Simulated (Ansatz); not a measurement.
## 2H-WS2 bilayer (AA) in a perpendicular field

What dipole does a perpendicular field induce in the 2H-WS2 bilayer (AA), and does the gap follow? A positive field points along +c.

Calculated with Ansatz 0.2.0; plane-wave DFT, r2SCAN-D4, Ansatz PAW.

This is a report of a sequence of runs, with most program output left out.

## (1) The structure

The cell holds 6 atoms: 4 S and 2 W. Cell: a = 3.180 Å, b = 3.180 Å, c = 27.951 Å, α = 90.0°, β = 90.0°, γ = 120.0°. Regions: layer 1: 2H-WS2, 3 atoms (2 S and 1 W); layer 2: 2H-WS2, 3 atoms (2 S and 1 W). Vacuum lies along c.

## (2) Relaxation

The starting cell is a guess, so the in-plane lattice and the atoms are relaxed first, with the slab cut off from its images along the normal. The program lengthens the vector along the normal by itself, so c and the volume that it reports differ from the typed ones.

The input, input.yaml:

```yaml
crystal:
  lattice:
    - [3.18, 0.0, 0.0]
    - [-1.59, 2.753960784, 0.0]
    - [0.0, 0.0, 27.9512404648]
  atoms:
    - { symbol: S, position: [0.3333333333, 0.6666666667, 0.3219892874] }
    - { symbol: W, position: [0.0, 0.0, 0.3841622031] }
    - { symbol: S, position: [0.3333333333, 0.6666666667, 0.4463351188] }
    - { symbol: S, position: [0.3333333333, 0.6666666667, 0.5536648812] }
    - { symbol: W, position: [0.0, 0.0, 0.6158377969] }
    - { symbol: S, position: [0.3333333333, 0.6666666667, 0.6780107126] }
  periodic: [true, true, false]
kpoints:
  mp_grid: { grid: [12, 12, 1] }
hamiltonian:
  xc: r2scan
  dispersion: d4
scf:
  occupations: { method: fermi_dirac, width: 0.05 }
  convergence: { dr2_threshold: 1.0e-09 }
relax:
  f_tol: 0.004
  max_steps: 90
  cell: {}
output:
  write_potential: true
  write_density: true
  volumetric_format: npy
```

Run with:

```
ansatz run input.yaml --threads 4 --pin off --max-ram 6144MiB --backend cpu --events-out ev --progress --plain --runs-dir out
```

Run time: 1.8 min. Hardware: 4 threads of Arm Neoverse V2, shared host; peak memory 1.3 GiB.

The steps of the relaxation:

```csv
step,energy less that of the first step (eV),largest force component (eV/Å),volume (Å³)
1,0.0000,3.4723,382.73
2,-1.2781,0.1019,380.39
3,-1.2988,0.2103,381.28
4,-1.3025,0.0393,380.71
5,-1.3026,0.0046,380.68
6,-1.3026,0.0013,380.68
7*,-1.3025,0.0013,380.68
```

Relaxation steps marked * repeat the geometry before them on a plane-wave basis chosen anew for their cell, so energy and pressure can jump there.

The run keeps the 12 symmetry operations that it works with, so distortions that break them were not tested.

```csv
cell as run,before,after,change
a (Å),3.180,3.171,-0.3 %
b (Å),3.180,3.171,-0.3 %
```

The atoms that moved most (Å, along periodic axes as changes of fractional coordinates times the final cell, across vacuum about the mean position):

```csv
atom,dx,dy,dz,length
S4,0.000,0.000,0.369,0.369
S3,0.000,0.000,-0.369,0.369
W2,0.000,0.000,-0.192,0.192
W5,0.000,0.000,0.192,0.192
S1,0.000,0.000,-0.015,0.015
S6,0.000,0.000,0.015,0.015
```

Final coordinates:

```xyz
6
Lattice="3.1715 0.0000 0.0000 -1.5857 2.7466 0.0000 0.0000 0.0000 43.7025" Properties=species:S:1:pos:R:3
S     0.0000    1.8311    8.9848
W     0.0000    0.0000   10.5460
S     0.0000    1.8311   12.1068
S     0.0000    1.8311   15.8445
W     0.0000    0.0000   17.4052
S     0.0000    1.8311   18.9665
```

The lattice constant a goes from 3.180 to 3.171 Å.

## (3) Atoms held, field 0

A sawtooth potential applies the field, turning back in the middle of the vacuum. With the dipole correction the typed value is the field outside the slab. The induced dipole is small, so the SCF threshold is tight.

The cell differs from the one that the last finished run ended in (c 43.702 → 27.982 Å).

The input, input.yaml:

```yaml
crystal:
  lattice:
    - [3.1714976087, 0.0, 0.0]
    - [-1.5857488043, 2.7465974972, 0.0]
    - [0.0, 0.0, 27.9817302986]
  atoms:
    - { symbol: S, position: [0.3333333333, 0.6666666667, 0.3216384371] }
    - { symbol: W, position: [0.0, 0.0, 0.377433654] }
    - { symbol: S, position: [0.3333333333, 0.6666666667, 0.4332113895] }
    - { symbol: S, position: [0.3333333333, 0.6666666667, 0.5667886105] }
    - { symbol: W, position: [0.0, 0.0, 0.622566346] }
    - { symbol: S, position: [0.3333333333, 0.6666666667, 0.6783615629] }
kpoints:
  mp_grid: { grid: [18, 18, 1] }
  band_path:
    path: [[0, 0, 0], [0.5, 0, 0], [0.33333333, 0.33333333, 0], [0, 0, 0]]
    npoints: 16
hamiltonian:
  xc: r2scan
  dispersion: d4
scf:
  occupations: { method: fermi_dirac, width: 0.02585 }
  convergence: { dr2_threshold: 1.0e-10 }
efield:
  axis: 3
  dipole_correction: true
  ramp_position: 0.97
  ramp_width: 0.06
  amplitude: 0
output:
  dos: { projected: true, e_range: [-6, 5] }
  bader: true
  write_potential: true
  write_density: true
  volumetric_format: npy
  elf: true
```

Wall time 37 s (4 threads); peak memory 1.1 GiB.

Numbers from this step:

```
gap on the k-mesh                  : 1.723 eV
dipole along the normal            : -3.00e-6 e·Å
gap along the path                 : 1.723 eV
smallest direct gap along the path : 1.949 eV
ionisation energy, upper face      : 5.693 eV
electron affinity, upper face      : 3.969 eV
gap, the smaller of path and mesh  : 1.723 eV
```

Running mean over a fixed 2.7 Å (it still follows the layers) of the planar mean; the ramp of the sawtooth is left out. Electron's electrostatic potential energy less the Fermi level against z:

z (Å), electron's electrostatic potential energy less the Fermi level (eV) and a bar from the least value:
```
      3.5        4.8 ##############################
      4.0        4.8 ##############################
      4.5        4.8 ##############################
      5.0        4.8 ##############################
      5.5        4.8 ##############################
      6.0        4.8 ##############################
      6.5        4.7 ##############################
      7.0        4.0 #############################
      7.5        2.1 #########################
      8.0       -0.5 ####################
      8.5       -2.9 ################
      9.0       -6.2 ##########
      9.5      -10.1 ###
     10.0      -11.8 
     10.5      -11.8 
     11.0      -11.9 
     11.5      -10.8 ##
     12.0       -7.2 ########
     12.5       -3.6 ###############
     13.0       -1.1 ###################
     13.5        1.2 #######################
     14.0        2.5 ##########################
     14.5        1.1 #######################
     15.0       -1.2 ###################
     15.5       -3.7 ###############
     16.0       -7.3 ########
     16.5      -10.9 ##
     17.0      -11.9 
     17.5      -11.8 
     18.0      -11.8 
     18.5      -10.0 ###
     19.0       -6.1 ##########
     19.5       -2.8 ################
     20.0       -0.4 #####################
     20.5        2.1 #########################
     21.0        4.1 #############################
     21.5        4.7 ##############################
     22.0        4.8 ##############################
     22.5        4.8 ##############################
     23.0        4.8 ##############################
     23.5        4.8 ##############################
     24.0        4.8 ##############################
     24.5        4.8 ##############################
```

The density of states has structure finer than the step of the table below, so its rows give means over 0.2 eV, whole bins alone (the curve runs from -6 to 1.69 eV). Peaks (eV: height): -5.94: 9.24, -5.78: 11.4, -5.64: 15.7, -4.70: 14.3, -3.79: 5.32, -3.49: 14.4, -1.97: 7.94.

Density of states against energy, zero at the Fermi level of the run, which the smearing sets inside the gap; means over each step:

```csv
energy (eV),density of states (states/eV a cell)
-5.8,6.48
-5.6,9.16
-5.4,3.32
-5.2,1.79
-5.0,2.66
-4.8,7.97
-4.6,7.73
-4.4,3.48
-4.2,2.96
-4.0,3.10
-3.8,3.89
-3.6,3.92
-3.4,8.33
-3.2,6.00
-3.0,5.34
-2.8,4.90
-2.6,3.73
-2.4,2.33
-2.2,2.55
-2.0,5.96
-1.8,4.20
-1.6,2.97
-1.4,2.30
-1.2,1.19
-1.0,0.450
-0.8,0.0838
-0.6,0
-0.4,0
-0.2,0
0.0,0
0.2,0
0.4,0
0.6,0
0.8,0.0144
1.0,1.13
1.2,3.26
1.4,5.16
```

Projected DOS per atom over height of the atomic layer and energy from the Fermi level. Layers: S W S S W S from below.

Values in states/eV, 22 rows by 6 columns, each cell a mean:
```
0.53 1.92 0.49 0.49 1.92 0.53
0.28 1.05 0.33 0.33 1.05 0.28
0.01 0.09 0.01 0.01 0.09 0.01
0.00 0.00 0.00 0.00 0.00 0.00
0.00 0.00 0.00 0.00 0.00 0.00
0.00 0.00 0.00 0.00 0.00 0.00
0.00 0.00 0.00 0.00 0.00 0.00
0.02 0.09 0.04 0.04 0.09 0.02
0.11 0.55 0.11 0.11 0.55 0.11
0.22 1.05 0.22 0.22 1.05 0.22
0.40 1.76 0.42 0.42 1.76 0.40
0.39 0.43 0.33 0.33 0.43 0.39
0.89 0.22 0.92 0.92 0.22 0.89
1.13 0.48 1.11 1.11 0.48 1.13
1.30 0.91 1.27 1.27 0.91 1.30
0.58 0.63 0.59 0.59 0.63 0.58
0.45 0.59 0.46 0.46 0.59 0.45
0.66 0.71 0.66 0.66 0.71 0.66
1.35 1.23 1.33 1.33 1.23 1.35
0.33 0.33 0.34 0.34 0.33 0.33
1.05 0.96 1.02 1.02 0.96 1.05
1.01 0.88 1.03 1.03 0.88 1.01
```
Columns: height of the atomic layer (Å) from 9 to 19.0 (not evenly spaced); rows upwards: energy from the Fermi level (eV) from -5.96 to 1.69.

Electronic bands along the path, in eV, zero at the Fermi level of the run, which the smearing sets inside the gap:

```csv
point,band 23,band 24,band 25,band 26,band 27,band 28,band 29,band 30
Γ,-2.83,-2.83,-1.26,-0.85,2.02,2.02,2.04,2.04
halfway,-3.00,-2.66,-2.01,-1.90,1.27,1.61,1.64,1.67
M,-2.49,-2.47,-2.12,-1.98,1.97,1.97,2.37,2.46
halfway,-3.49,-3.21,-1.59,-1.52,1.60,1.63,2.66,2.79
K,-3.74,-3.45,-1.11,-1.08,0.87,0.87,2.37,2.63
halfway,-2.68,-2.41,-2.01,-1.94,1.00,1.25,1.85,1.99
Γ,-2.83,-2.83,-1.26,-0.85,2.02,2.02,2.04,2.04
```

Electrostatic potential energy in the ca plane at fractional y = 0.667, with atoms of S within 0.2 Å of it. With pseudopotentials it is smooth inside the atoms' cores, unlike the true potential.

Values in eV, 5 rows by 16 columns, each cell a mean:
```
  7   7   7   7   7   7   6   3  -9 -11   3   6   7   6   3 -11
  7   7   7   7   7   7   5  -3  -5  -6  -3   4   7   4  -3  -6
  7   7   7   7   7   7  -3 -31  -7  -3 -30  -8   7  -8 -30  -3
  7   7   7   7   7   7  -6 -33  -9  -5 -32 -11   7 -11 -32  -5
  7   7   7   7   7   7   3 -13  -4  -4 -12   1   7   1 -12  -4
```
Columns run along c (16.0 Å, from fractional 0.06 to 0.64 of the cell; values clipped at the 3rd and 97th percentile), rows up along a (3.2 Å). Atoms in or near the plane, at fractional coordinates: S at (0.32, 0.33), S at (0.43, 0.33), S at (0.57, 0.33).

Valence density in the ca plane at fractional y = 0.667, with atoms of S within 0.2 Å of it. It is the smooth field of the valence electrons, not physical close to the nuclei.

Ten even steps from '0' (0.0 e/Å³) to '9' (1.1 e/Å³), each cell a mean:
```
00000000000000000001122477422110000000112247
00000000000000000001122477422110000000112248
00000000000000000013444344344421000001344434
00000000000000000147997422479974100014899642
00000000000000000279579422597597200038948842
00000000000000000289479422596497200038937842
00000000000000000158997422489984100025899742
00000000000000000013554344345531000002455434
```
Columns run along c (16.0 Å, from fractional 0.06 to 0.64 of the cell), rows up along a (3.2 Å). Atoms in or near the plane, at fractional coordinates: S at (0.32, 0.33), S at (0.43, 0.33), S at (0.57, 0.33).

ELF in the ca plane at fractional y = 0.667, with atoms of S within 0.2 Å of it. It is the smooth field of the valence electrons, not physical close to the nuclei.

Ten even steps from '0' (0.00) to '9' (0.94), each cell a mean:
```
00000000000000000012332133123321000001233223
00000000000000000011221133112211000001122123
00000000000000012567775222257776400146777522
00000000000000147899888522588899820489878742
00000000000001368997237522673289930599614752
00000000000001368997127522662179930599613752
00000000000000257998778522587799820489878852
00000000000000013678886322368877500157887522
```
Columns run along c (16.0 Å, from fractional 0.06 to 0.64 of the cell), rows up along a (3.2 Å). Atoms in or near the plane, at fractional coordinates: S at (0.32, 0.33), S at (0.43, 0.33), S at (0.57, 0.33).

The gap is 1.72 eV, with the valence edge 5.69 eV and the conduction edge 3.97 eV under the upper vacuum level. Spin-orbit coupling, left out in this run, matters for the bands of elements this heavy.

## (4) Single point, field 0.03 V/Å

input.yaml: that of step 3 with these lines changed.

```diff
@@ -28,6 +28,4 @@
   ramp_width: 0.06
-  amplitude: 0
+  amplitude: 0.03
 output:
-  dos: { projected: true, e_range: [-6, 5] }
-  bader: true
   write_potential: true
@@ -35,2 +33 @@
   volumetric_format: npy
-  elf: true
```

The job ended after 31 s (4 threads; peak memory 1.1 GiB).

The dipole is 0.0146 e·Å, and the gap 1.696 eV.

## (5) Single point, field -0.03 V/Å

input.yaml: that of step 4 with these lines changed.

```diff
@@ -28,3 +28,3 @@
   ramp_width: 0.06
-  amplitude: 0.03
+  amplitude: -0.03
 output:
```

Run time: 30 s. Hardware: 4 threads; peak memory 1.1 GiB.

The dipole is -0.0146 e·Å, and the gap 1.696 eV.

## (6) Single point, field 0.15 V/Å

input.yaml: that of step 5 with these lines changed.

```diff
@@ -28,3 +28,3 @@
   ramp_width: 0.06
-  amplitude: -0.03
+  amplitude: 0.15
 output:
```

Run time: 30 s. Hardware: 4 threads; peak memory 1.1 GiB.

The dipole is 0.0732 e·Å, and the gap 1.553 eV.

## (7) Atoms held, field 0.25 V/Å

input.yaml: that of step 6 with these lines changed.

```diff
@@ -28,3 +28,3 @@
   ramp_width: 0.06
-  amplitude: 0.15
+  amplitude: 0.25
 output:
```

The job ended after 33 s (4 threads; peak memory 1.1 GiB; 2.1 min of CPU time).

The dipole is 0.122 e·Å, and the gap 1.409 eV.

## (8) Single point, field -0.25 V/Å

input.yaml: that of step 7 with these lines changed.

```diff
@@ -28,4 +28,6 @@
   ramp_width: 0.06
-  amplitude: 0.25
+  amplitude: -0.25
 output:
+  dos: { projected: true, e_range: [-6, 5] }
+  bader: true
   write_potential: true
@@ -33 +35,2 @@
   volumetric_format: npy
+  elf: true
```

Elapsed: 42 s, on 4 threads; peak memory 1.1 GiB.

The dipole is -0.122 e·Å, and the gap 1.409 eV.

## (9) Response, atoms held

This step: plane-wave DFT, r2SCAN-D4, Ansatz PAW; response to a field along the normal, atoms held (Ansatz 0.2.0).

The dipoles give the slope, and the difference of two potentials shows where the field is screened.

This step gave:

- equivalent conductor thickness p/(ε₀AE): 10.13 Å
- distance between the outer atoms: 9.982 Å

Dipole of the cell against applied field:

```csv
applied field (V/Å),dipole of the cell (e·Å)
-0.250,-0.122
-0.030,-0.0146
0.000,-3.0e-6
0.030,0.0146
0.150,0.0732
0.250,0.122
```

Local field over the applied field, running mean. From the potentials at -0.03 and 0.03 V/Å; running mean over 2.5 Å. Local field over applied field against z:

```csv
z (Å),local field over applied field
4.5,0.999
5.0,0.997
5.5,0.992
6.0,0.974
6.5,0.928
7.0,0.827
7.5,0.675
8.0,0.502
8.5,0.325
9.0,0.181
9.5,0.0968
10.0,0.0615
10.5,0.0448
11.0,0.0555
11.5,0.0812
12.0,0.146
12.5,0.265
13.0,0.409
13.5,0.522
14.0,0.565
14.5,0.519
15.0,0.404
15.5,0.260
16.0,0.142
16.5,0.0800
17.0,0.0548
17.5,0.0451
18.0,0.0623
18.5,0.0987
19.0,0.185
19.5,0.331
20.0,0.508
20.5,0.681
21.0,0.832
21.5,0.930
22.0,0.975
22.5,0.992
23.0,0.998
23.5,0.999
```

The induced electron density oscillates, so the rows of the table below give means over windows of 3.11 Å about each position, cut where the curve ends. Its maxima inside the range that stand out by 2 % of the span (Å: e/Å³ per V/Å): 8.0: 0.00363, 9.2: 0.00118, 11.1: 5.8e-4, 12.3: -8.0e-4, 14.9: 0.00336, 16.1: 0.00107, 18.0: 6.3e-4, 19.2: -9.3e-4. Its minima: 8.8: 9.3e-4, 10.0: -6.4e-4, 11.9: -0.00107, 13.1: -0.00336, 15.7: 8.0e-4, 16.8: -5.8e-4, 18.8: -0.00118, 19.9: -0.00362.

Electrons, planar mean, per unit field. The induced electron density by z; means over each step:

```csv
z (Å),induced electron density (e/Å³ per V/Å)
5.57,1.9e-4
8.68,0.00146
11.79,-9.3e-4
14.90,0.00102
18.01,-4.2e-4
21.12,-0.00133
```

The smaller of the gaps on the path and on the k-mesh, counted as 0 under 0.03 eV. Gap against applied field:

```csv
applied field (V/Å),gap (eV)
-0.250,1.41
-0.030,1.70
0.000,1.72
0.030,1.70
0.150,1.55
0.250,1.41
```

By hand: between -0.03 and 0.03 V/Å the dipole changes by 0.02926 e·Å, a slope of 0.4876 e·Å²/V. A perfect conductor of thickness t has p = ε₀AEt, so t = 180.95 × 0.4876 / 8.711 = 10.13 Å (e/ε₀ = 180.95 V·Å, A in Å²).

The induced dipole is that of a conductor 10.13 Å thick.

## (10) Field on, atoms free, field 0.1 V/Å

This step: plane-wave DFT, r2SCAN-D4, Ansatz PAW (Ansatz 0.2.0).

Now the atoms may follow the field. A weak field makes forces of meV/Å to tens of meV/Å, so the force tolerance is set well below the usual one.

input.yaml, the sections that differ from step 8:

```yaml
kpoints:
  mp_grid: { grid: [12, 12, 1] }
efield:
  axis: 3
  dipole_correction: true
  ramp_position: 0.97
  ramp_width: 0.06
  amplitude: 0.1
relax:
  f_tol: 0.001
  max_steps: 60
output:
  write_potential: true
  write_density: true
  volumetric_format: npy
# crystal, hamiltonian, scf: as in step 8
```

The job ended after 33 s (4 threads; peak memory 1 GiB).

No atom moved by 0.005 Å in the relaxation.

This step gave:

```yaml
gap_on_the_k_mesh: 1.617 eV
dipole_along_the_normal: 0.04877 e·Å
```

The relaxation took 3 steps and lowered the energy by 1.4e-6 eV; the largest force on the free atoms ends at 2.4e-4 eV/Å.

The dipole is 0.0488 e·Å, and the gap on the mesh 1.617 eV.

## (11) Relaxing in the field, field -0.1 V/Å

The opposite sign, again from the field-free geometry; the difference of the two cancels what relaxes without a field.

input.yaml: that of step 10 with these lines changed.

```diff
@@ -25,3 +25,3 @@
   ramp_width: 0.06
-  amplitude: 0.1
+  amplitude: -0.1
 relax:
```

Run time: 35 s. Hardware: 4 threads; peak memory 1 GiB.

No atom moved by 0.005 Å in the relaxation.

This step gave:

- dipole along the normal: -0.04877 e·Å

The relaxation took 3 steps and lowered the energy by 1.4e-6 eV; the largest force on the free atoms ends at 2.4e-4 eV/Å.

The dipole is -0.0488 e·Å, and the gap on the mesh 1.617 eV.

## (12) Response, atoms relaxed

This step: plane-wave DFT, r2SCAN-D4, Ansatz PAW; response to a field along the normal, atoms relaxed (Ansatz 0.2.0).

The same analysis on the two relaxed runs holds the ionic part too; their mesh is coarser, so small differences from the held value can come from that.

This step gave:

```yaml
distance_between_the_outer_atoms: 9.979 Å
```

(Part 1 of 2 ends here.)

[Logs are printed without paths, hosts, clocks, repeated set-up lines and the standing remarks that a program may print on its own settings, such as how far it seeks lower states.]

[Hosts, paths, dates, database ids (printed as entryN), source tags and the programs' standing remarks are cut or masked in the printed files.]

[Maps of the electrostatic potential energy from Ansatz leave out the sawtooth potential of an applied field or a dipole correction, so their vacuum need not be flat; planar profiles and work functions include it.]

[The density of states shown here was stored with 400 of the rows of the run's finer table, so its peaks can read low, often by over a quarter, or be missed, and its means over a window can be off by a tenth or more.]
